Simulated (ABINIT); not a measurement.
# How the form of the self-energy moves the gap of CaC2 (R-3m)

Wanted: the gap of CaC2 (R-3m) under several approximations, with cost.

Program: ABINIT 10.8.3. Level of theory: PBEsol and many-body steps on it, plane waves. Results are calculated unless marked as measured.

This is a report of a sequence of runs, with most program output left out.

## Step 1: Starting point

Symmetry: R-3m, No. 166, trigonal system. Conventional cell: a = 3.889 Å, b = 3.889 Å, c = 11.862 Å, α = 90.00°, β = 90.00°, γ = 120.00°. Nearest to Ca lie 6 C at 2.62 Å. Nearest to C lie 1 C at 1.26 Å and 3 Ca at 2.62 Å. Farther neighbours are not listed.

Structure file:

```cif
data_structure
_symmetry_space_group_name_H-M 'R-3m:H'
_symmetry_Int_Tables_number 166
_cell_length_a 3.8888
_cell_length_b 3.8888
_cell_length_c 11.8616
_cell_angle_alpha 90.000
_cell_angle_beta 90.000
_cell_angle_gamma 120.000
_cell_volume 155.35
loop_
_atom_site_label
_atom_site_type_symbol
_atom_site_symmetry_multiplicity
_atom_site_Wyckoff_symbol
_atom_site_fract_x
_atom_site_fract_y
_atom_site_fract_z
_atom_site_occupancy
Ca1 Ca 3 a 0.00000 0.00000 0.00000 1
C1 C 6 c 0.66667 0.33333 0.88625 1
```

The cell and positions are those that the Materials Project relaxed with its own functionals (PBE, PBE+U or r2SCAN), kept fixed.

## Step 2: Empty states on the mesh, 4×4×4 mesh, 69 bands

This step: ABINIT 10.8.3; DFT, PBEsol, plane waves, norm-conserving pseudopotentials.

The sums over transitions need many empty states on a uniform mesh; this step solves for them.

The input, run.abi:

```
acell 3*1.0 Angstrom
rprim 
  1.944397984288 1.122598699617 3.953874776707
  -1.944397984288 1.122598699617 3.953874776707
  -0.000000000000 -2.245197399304 3.953874776686
ntypat 2
znucl 20 6
natom 3
typat 1 2 2
xred 
  0.000000000000 0.000000000000 0.000000000000
  0.552915000000 0.552915000000 0.552915000000
  0.447085000000 0.447085000000 0.447085000000
pp_dirpath "pseudos"
pseudos "Ca.upf, C.upf"
ecut 37
ngkpt 4 4 4
nshiftk 1
shiftk 0 0 0
kptopt 1
chksymbreak 0
iscf -2
irdden 1
istwfk *1
nband 69
nbdbuf 6
tolwfr 1e-09
nstep 60
prtvol 0
indata_prefix "in"
outdata_prefix "out"
tmpdata_prefix "tmp"
```

Started as:

```sh
$ OMP_NUM_THREADS=1 mpirun -n 4 abinit run.abi > log
```

It took 22 s on 4 MPI ranks of Intel Xeon Platinum 8488C (Sapphire Rapids), shared host; peak memory 0.36 GiB; 89 s of CPU time.

This step gave:

```
gap                                                           : 2.585 eV
k of the valence top                                          : 0.5, 0.5, 0.5
k of the conduction bottom                                    : 0.5, 0.5, 0
least direct gap                                              : 3.890 eV
k points computed                                             : 13
lowest point of the top converged band, above the valence top : 49.37 eV
```

On this mesh the gap is 2.585 eV.

The density comes from a self-consistent run that is not shown.

## Step 3: Screening, 4×4×4 mesh, 63 bands, screening to 122.5 eV

The RPA dielectric matrix is built and inverted for each q.

This step: RPA screening on PBEsol, plane waves, norm-conserving pseudopotentials.

Changes to run.abi since step 2:

```diff
@@ -21,10 +21,11 @@
 chksymbreak 0
-iscf -2
-irdden 1
 istwfk *1
-nband 69
-nbdbuf 6
-tolwfr 1e-09
-nstep 60
-prtvol 0
+occopt 1
+irdwfk 1
+optdriver 3
+nband 63
+ecuteps 4.5
+inclvkb 2
+awtr 1
+symchi 1
 indata_prefix "in"
```

Elapsed: 27 s, on 4 MPI ranks; peak memory 1 GiB.

Numbers from this step:

```yaml
eps_infinity_with_local_fields_on_this_mesh_along_the_program_s_q_direction: 3.792
the_same_without_local_fields: 4.707
plasma_frequency: 21.89 eV
plane_waves_in_the_screening_matrix: 169
```

Local fields lower ε∞ by 19 %.

## Step 4: G0W0, Godby-Needs plasmon pole

The self-energy is evaluated for the states that the input lists, and the levels follow from it, in one-shot runs by the linearised quasiparticle equation.

This step: G0W0 on PBEsol, plane waves, norm-conserving pseudopotentials.

Changes to run.abi since step 3:

```diff
@@ -24,8 +24,19 @@
 irdwfk 1
-optdriver 3
+optdriver 4
 nband 63
+gwcalctyp 0
+ecutsigx 37
+symsigma 1
+nkptgw 3
+kptgw 
+  0.5000000000 0.5000000000 0.5000000000
+  0.5000000000 0.5000000000 0.0000000000
+  0.0000000000 0.0000000000 0.0000000000
+bdgw 
+  7 11
+  8 11
+  8 11
 ecuteps 4.5
-inclvkb 2
-awtr 1
-symchi 1
+irdscr 1
+ppmodel 1
 indata_prefix "in"
```

Wall time 8.1 s (4 MPI ranks); peak memory 0.92 GiB.

Numbers from this step:

```
G0W0 gap on the points computed              : 4.587 eV
starting gap on the mesh                     : 2.585 eV
k of the valence top                         : 0.5, 0.5, 0.5
k of the conduction bottom                   : 0.5, 0.5, 0
Z at the valence top                         : 0.777
Z at the conduction bottom                   : 0.814
least direct G0W0 gap on the computed points : 5.96 eV
```

The gap on the mesh goes from 2.59 eV to 4.59 eV, a correction of +2.00 eV.

## Step 5: G0W0, Hybertsen-Louie plasmon pole

Changes to run.abi since step 4:

```diff
@@ -40,3 +40,3 @@
 irdscr 1
-ppmodel 1
+ppmodel 2
 indata_prefix "in"
```

It took 8.1 s on 4 MPI ranks; peak memory 0.91 GiB.

Numbers from this step:

```yaml
g0w0_gap_on_the_points_computed: 4.762 eV
starting_gap_on_the_mesh: 2.585 eV
k_of_the_valence_top: 0.5, 0.5, 0.5
k_of_the_conduction_bottom: 0.5, 0.5, 0
z_at_the_valence_top: 0.841
z_at_the_conduction_bottom: 0.858
least_direct_g0w0_gap_on_the_computed_points: 6.119 eV
```

Against G0W0 in ABINIT (4×4×4 mesh, 63 bands, screening to 122.5 eV, Godby-Needs plasmon pole), the gap moves by +0.175 eV.

## Step 6: G0W0, von der Linden-Horsch plasmon pole

Changes to run.abi since step 5:

```diff
@@ -40,3 +40,3 @@
 irdscr 1
-ppmodel 2
+ppmodel 3
 indata_prefix "in"
```

Run time: 5.9 s. Hardware: 4 MPI ranks; peak memory 0.84 GiB; 23 s of CPU time.

Numbers from this step:

- G0W0 gap on the points computed: 4.699 eV
- starting gap on the mesh: 2.585 eV
- k of the valence top: 0.5, 0.5, 0.5
- k of the conduction bottom: 0.5, 0.5, 0
- least direct G0W0 gap on the computed points: 6.164 eV

Against G0W0 in ABINIT (4×4×4 mesh, 63 bands, screening to 122.5 eV, Godby-Needs plasmon pole), the gap moves by +0.112 eV.

## Step 7: G0W0, Engel-Farid plasmon pole

Changes to run.abi since step 6:

```diff
@@ -40,3 +40,3 @@
 irdscr 1
-ppmodel 3
+ppmodel 4
 indata_prefix "in"
```

Elapsed: 6 s, on 4 MPI ranks; peak memory 0.85 GiB; 23 s of CPU time.

Numbers from this step:

```yaml
g0w0_gap_on_the_points_computed: 4.66 eV
starting_gap_on_the_mesh: 2.585 eV
k_of_the_valence_top: 0.5, 0.5, 0.5
k_of_the_conduction_bottom: 0.5, 0.5, 0
least_direct_g0w0_gap_on_the_computed_points: 6.053 eV
```

Against G0W0 in ABINIT (4×4×4 mesh, 63 bands, screening to 122.5 eV, Godby-Needs plasmon pole), the gap moves by +0.073 eV.

## Step 8: One-shot Hartree-Fock

This step: one-shot Hartree-Fock on PBEsol, plane waves, norm-conserving pseudopotentials.

Changes to run.abi since step 7:

```diff
@@ -25,4 +25,4 @@
 optdriver 4
-nband 63
-gwcalctyp 0
+nband 13
+gwcalctyp 5
 ecutsigx 37
@@ -38,5 +38,4 @@
   8 11
-ecuteps 4.5
-irdscr 1
-ppmodel 4
+ixc_sigma 40
+fftgw 31
 indata_prefix "in"
```

The job ended after 3.3 s (4 MPI ranks; peak memory 0.78 GiB; 12 s of CPU time).

This step gave:

- quasiparticle gap on the points computed: 11.05 eV
- starting gap on the mesh: 2.585 eV
- k of the valence top: 0, 0, 0
- k of the conduction bottom: 0.5, 0.5, 0
- least direct quasiparticle gap on the computed points: 11.83 eV

Against G0W0 in ABINIT (4×4×4 mesh, 63 bands, screening to 122.5 eV, Godby-Needs plasmon pole), the gap moves by +6.462 eV.

## Step 9: Screening, 4×4×4 mesh, 63 bands, screening to 122.5 eV

This step: RPA screening on PBEsol, plane waves, norm-conserving pseudopotentials.

Changes to run.abi since step 8:

```diff
@@ -24,18 +24,14 @@
 irdwfk 1
-optdriver 4
-nband 13
-gwcalctyp 5
-ecutsigx 37
-symsigma 1
-nkptgw 3
-kptgw 
-  0.5000000000 0.5000000000 0.5000000000
-  0.5000000000 0.5000000000 0.0000000000
-  0.0000000000 0.0000000000 0.0000000000
-bdgw 
-  7 11
-  8 11
-  8 11
-ixc_sigma 40
-fftgw 31
+optdriver 3
+nband 63
+ecuteps 4.5
+inclvkb 2
+awtr 1
+symchi 1
+gwcalctyp 2
+nfreqre 16
+freqremax 40 eV
+nfreqim 8
+spmeth 1
+nomegasf 120
 indata_prefix "in"
```

The job ended after 37 s (4 MPI ranks; peak memory 1.2 GiB; 2.5 min of CPU time).

This step gave:

* ε∞ with local fields, on this mesh, along the program's q direction: 3.807
* the same without local fields: 4.729
* plasma frequency: 21.89 eV
* plane waves in the screening matrix: 169

## Step 10: G0W0, contour deformation

This step: G0W0 on PBEsol, plane waves, norm-conserving pseudopotentials.

Changes to run.abi since step 9:

```diff
@@ -24,14 +24,18 @@
 irdwfk 1
-optdriver 3
+optdriver 4
 nband 63
+gwcalctyp 2
+ecutsigx 37
+symsigma 1
+nkptgw 3
+kptgw 
+  0.5000000000 0.5000000000 0.5000000000
+  0.5000000000 0.5000000000 0.0000000000
+  0.0000000000 0.0000000000 0.0000000000
+bdgw 
+  7 11
+  8 11
+  8 11
 ecuteps 4.5
-inclvkb 2
-awtr 1
-symchi 1
-gwcalctyp 2
-nfreqre 16
-freqremax 40 eV
-nfreqim 8
-spmeth 1
-nomegasf 120
+irdscr 1
 indata_prefix "in"
```

The job ended after 6.1 s (4 MPI ranks; peak memory 0.92 GiB).

This step gave:

```yaml
g0w0_gap_on_the_points_computed: 4.551 eV
starting_gap_on_the_mesh: 2.585 eV
k_of_the_valence_top: 0.5, 0.5, 0.5
k_of_the_conduction_bottom: 0.5, 0.5, 0
least_direct_g0w0_gap_on_the_computed_points: 5.879 eV
```

Against G0W0 in ABINIT (4×4×4 mesh, 63 bands, screening to 122.5 eV, Godby-Needs plasmon pole), the gap moves by −0.036 eV.

## Step 11: Screening, 4×4×4 mesh, 63 bands, screening to 122.5 eV

This step: RPA screening on PBEsol, plane waves, norm-conserving pseudopotentials.

Changes to run.abi since step 10:

```diff
@@ -24,18 +24,11 @@
 irdwfk 1
-optdriver 4
+optdriver 3
 nband 63
-gwcalctyp 2
-ecutsigx 37
-symsigma 1
-nkptgw 3
-kptgw 
-  0.5000000000 0.5000000000 0.5000000000
-  0.5000000000 0.5000000000 0.0000000000
-  0.0000000000 0.0000000000 0.0000000000
-bdgw 
-  7 11
-  8 11
-  8 11
 ecuteps 4.5
-irdscr 1
+inclvkb 2
+awtr 1
+symchi 1
+gwcalctyp 1
+nfreqre 0
+nfreqim 16
 indata_prefix "in"
```

Run time: 45 s. Hardware: 4 MPI ranks; peak memory 1.1 GiB; 3 min of CPU time.

This step gave:

- ε∞ with local fields, on this mesh, along the program's q direction: 3.792
- the same without local fields: 4.707
- plasma frequency: 21.89 eV
- plane waves in the screening matrix: 169

## Step 12: G0W0, analytic continuation

This step: G0W0 on PBEsol, plane waves, norm-conserving pseudopotentials.

Changes to run.abi since step 11:

```diff
@@ -24,11 +24,20 @@
 irdwfk 1
-optdriver 3
+optdriver 4
 nband 63
+gwcalctyp 1
+ecutsigx 37
+symsigma 1
+nkptgw 3
+kptgw 
+  0.5000000000 0.5000000000 0.5000000000
+  0.5000000000 0.5000000000 0.0000000000
+  0.0000000000 0.0000000000 0.0000000000
+bdgw 
+  7 11
+  8 11
+  8 11
 ecuteps 4.5
-inclvkb 2
-awtr 1
-symchi 1
-gwcalctyp 1
-nfreqre 0
-nfreqim 16
+irdscr 1
+nomegasi 12
+omegasimax 25 eV
 indata_prefix "in"
```

Run time: 8.9 s. Hardware: 4 MPI ranks; peak memory 1.1 GiB.

Numbers from this step:

```
G0W0 gap on the points computed              : 4.523 eV
starting gap on the mesh                     : 2.585 eV
k of the valence top                         : 0.5, 0.5, 0.5
k of the conduction bottom                   : 0.5, 0.5, 0
least direct G0W0 gap on the computed points : 5.798 eV
```

Against G0W0 in ABINIT (4×4×4 mesh, 63 bands, screening to 122.5 eV, Godby-Needs plasmon pole), the gap moves by −0.064 eV.

## Step 13: Side by side

Times are wall times on 4 MPI ranks of Intel Xeon Platinum 8488C (Sapphire Rapids), shared host, good to a factor of about two. A run's time includes the screening step that it read.

| run | mesh | bands | screening cutoff (eV) | DFT gap (eV) | gap on the mesh (eV) | direct (eV) | ε∞ used | time |
| --- | --- | --- | --- | --- | --- | --- | --- | --- |
| G0W0, Godby-Needs plasmon pole | 4×4×4 | 63 | 122.5 | 2.585 | 4.587 | 5.960 | 3.79 | 36 s |
| G0W0, Hybertsen-Louie plasmon pole | 4×4×4 | 63 | 122.5 | 2.585 | 4.762 | 6.119 | 3.79 | 36 s |
| G0W0, von der Linden-Horsch plasmon pole | 4×4×4 | 63 | 122.5 | 2.585 | 4.699 | 6.164 | 3.79 | 33 s |
| G0W0, Engel-Farid plasmon pole | 4×4×4 | 63 | 122.5 | 2.585 | 4.660 | 6.053 | 3.79 | 33 s |
| one-shot Hartree-Fock | 4×4×4 | - | - | 2.585 | 11.049 | 11.833 | - | 3.3 s |
| G0W0, contour deformation | 4×4×4 | 63 | 122.5 | 2.585 | 4.551 | 5.879 | 3.81 | 43 s |
| G0W0, analytic continuation | 4×4×4 | 63 | 122.5 | 2.585 | 4.523 | 5.798 | 3.79 | 54 s |

## Step 14: Results

- G0W0, Godby-Needs plasmon pole: 4.587 eV
- G0W0, Hybertsen-Louie plasmon pole: 4.762 eV
- G0W0, von der Linden-Horsch plasmon pole: 4.699 eV
- G0W0, Engel-Farid plasmon pole: 4.660 eV
- one-shot Hartree-Fock: 11.049 eV
- G0W0, contour deformation: 4.551 eV
- G0W0, analytic continuation: 4.523 eV
- known limits: not at the basis limit

G0W0, Hybertsen-Louie plasmon pole: +0.175 eV against G0W0, Godby-Needs plasmon pole. G0W0, von der Linden-Horsch plasmon pole: +0.112 eV against G0W0, Godby-Needs plasmon pole. G0W0, Engel-Farid plasmon pole: +0.073 eV against G0W0, Godby-Needs plasmon pole. One-shot Hartree-Fock: +6.462 eV against G0W0, Godby-Needs plasmon pole. G0W0, contour deformation: −0.036 eV against G0W0, Godby-Needs plasmon pole. G0W0, analytic continuation: −0.064 eV against G0W0, Godby-Needs plasmon pole. Bare exchange alone opens the gap to 11.05 eV; against G0W0, correlation takes back 6.46 eV. Bands and cutoff are finite, so the gap is not at the basis limit. The miss can reach some tenths of an eV and take either sign; the mesh is an error of its own. In the G0W0 runs levels were corrected at 3 k points alone, so a gap called «on the mesh» is the least over those, and an edge elsewhere would be missed.

[Paths, hosts, dates, memory and timing lines, banners, echoed tables and standing remarks are left out of the program output.]

[Logs are printed without paths, hosts, clocks, repeated set-up lines and the standing remarks that a program may print on its own settings, such as how far it seeks lower states.]

[Runs of the session that timed out or met a known fault of the program may be left out.]

[Hosts, paths, dates, database ids (printed as entryN), source tags and the programs' standing remarks are cut or masked in the printed files.]

[G0W0 gaps are taken among the corrected bands and points alone; a level outside them can change the order at an edge.]

[Where Ansatz stands beside ABINIT at settings called matched, ABINIT's density can come from a denser mesh and the files from another edition; pairs whose starting gaps differed by over 0.03 eV were left out, so agreement reads better than it is.]
